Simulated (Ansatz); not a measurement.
## Dielectric response of SiO2 (110) films: cost of one run

Ansatz 0.2.0; plane-wave DFT, PBEsol, Ansatz PAW. The cell holds 12 atoms.

The input, input.yaml:

```yaml
crystal:
  lattice:
    - [2.67, 0.0, 0.0]
    - [0.0, 5.91141269, 0.0]
    - [0.0, 0.0, 23.2493344694]
  atoms:
    - { symbol: O, position: [0.0, 0.5, 0.3871078551] }
    - { symbol: Si, position: [0.0, 0.0, 0.4364346031] }
    - { symbol: Si, position: [0.5, 0.5, 0.4364346031] }
[... 3 atom lines left out ...]
    - { symbol: O, position: [0.0, 0.0, 0.5142386489] }
    - { symbol: Si, position: [0.0, 0.5, 0.5635653969] }
    - { symbol: Si, position: [0.5, 0.0, 0.5635653969] }
    - { symbol: O, position: [0.5, 0.306, 0.5635653969] }
    - { symbol: O, position: [0.5, 0.694, 0.5635653969] }
    - { symbol: O, position: [0.0, 0.0, 0.6128921449] }
kpoints:
  mp_grid: { grid: [10, 6, 1] }
hamiltonian:
  xc: pbesol
scf:
  occupations: { method: fixed }
  convergence: { dr2_threshold: 1.0e-09 }
efield:
  axis: 3
  dipole_correction: true
  ramp_position: 0.97
  ramp_width: 0.06
relax:
  f_tol: 0.003
  max_steps: 100
output:
  write_potential: true
  write_density: true
  volumetric_format: npy
```

Started as:

```console
> ansatz run input.yaml --threads 4 --pin off --max-ram 16384MiB --backend cpu --events-out ev --progress --plain --runs-dir out
```

The cutoff in use is 420 eV. For reference, a run of the same kind (24 atoms, 24 k-points, 88 bands and 9,051 plane waves; 36 SCF cycles) took 2.3 min and 1.4 GiB on the same hardware.

Q: Estimate wall time and peak memory on 4 threads of Arm Neoverse V1, shared host.

A cutoff of 420 eV is a sphere of radius 10.5 Å⁻¹, so a cell of 367 Å³ holds about V·G³/6π² = 7,171 plane waves. At two electrons a band, the 64 electrons need 32 bands, and 12 more are carried. Symmetry cuts the 10×6×1 mesh from 60 to 24 points. The run has 24 k-points, 44 bands and 7,207 plane waves. Taking the work of a cycle as k-points × spins × bands × plane waves, that is 0.4 times the reference, or 54 s at the reference's 36 cycles. The run needed 73 SCF cycles over 8 ionic steps, which makes it about 1.8 min. One copy of the wavefunctions takes 0.11 GiB at 16 bytes a coefficient, against 0.28 GiB in the reference; grids, projectors and work arrays come on top. Measured: about 71 s, with a peak of 0.83 GiB. The run was quicker than this simple count says.

[Logs are printed without paths, hosts, clocks, repeated set-up lines and the standing remarks that a program may print on its own settings, such as how far it seeks lower states.]

[Hosts, paths, dates, database ids (printed as entryN), source tags and the programs' standing remarks are cut or masked in the printed files.]

[Maps of the electrostatic potential energy from Ansatz leave out the sawtooth potential of an applied field or a dipole correction, so their vacuum need not be flat; planar profiles and work functions include it.]
